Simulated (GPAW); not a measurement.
# BaTiO3 (Pm-3m): refractive index against wavelength

The refractive index of BaTiO3 (Pm-3m) below the direct gap (1.83 eV on the mesh) is read from one computed spectrum, n = √(Re ε).

Cell: a, b, c = 4.006, 4.006, 4.006 Å (primitive vectors), 5 atoms.

Method: GPAW 26.7.0, LDA, RPA, k-mesh 8×8×8, local fields up to 50 eV, Lorentzian half width 0.15 eV.

Launch of the response step: `OMP_NUM_THREADS=1 python df.py`. The run took 2.8 min, its band step included, on 1 thread of Arm Neoverse V1 (shared host).

| wavelength (nm) | photon energy E (eV) | n |
| --- | --- | --- |
| 3000 | 0.413 | 2.5230 |
| 2000 | 0.620 | 2.5345 |
| 1550 | 0.800 | ? |
| 1310 | 0.946 | 2.5641 |
| 1064 | 1.165 | 2.5939 |

In the single-oscillator model n² − 1 = E₀E_d/(E₀² − E²), so 1/(n² − 1) = E₀/E_d − E²/(E₀E_d) is linear in E².

Working, on the rows shown:

| x = E² (eV²) | y = 1/(n² − 1) |
| --- | --- |
| 0.170801 | 0.186375 |
| 0.384302 | 0.184376 |
| 0.895757 | 0.179385 |
| 1.35784 | 0.174571 |

Means: x̄ = 0.70218, ȳ = 0.18118. Σ(x − x̄)(y − ȳ) = -0.008457, Σ(x − x̄)² = 0.8508. Slope = -0.008457 / 0.8508 = -0.00994; intercept = ȳ − slope · x̄ = 0.18816. Turned back into n, the line misses the rows shown by at most 0.0008.

**Question.** Fill in the last column of the withheld row.

**Answer.** At x = 0.63984 the line gives y = 0.1818, that is 2.5496. The run gave 2.5489, so the interpolation is off by 0.00074, 1.0 % of the range in the table.

Refitted with all rows, the slope is -0.009948 and the intercept 0.18819. These give E₀ = √(intercept/−slope) = 4.35 eV and E_d = E₀/intercept = 23.1 eV; E₀ is 2.4 times the direct gap. The electronic limit at long wavelengths, without lattice vibrations, is n = √(1 + 1/intercept) = 2.513. Excitons are left out; LDA gaps are as a rule too small. The values come from a sum over the points of one k-mesh and carry its error, which grows as the direct gap shrinks. This version of GPAW has incomplete matrix elements in the optical limit, which can lower ε − 1 by up to a tenth where first-row anions or d states rule. Spin-orbit coupling is left out.
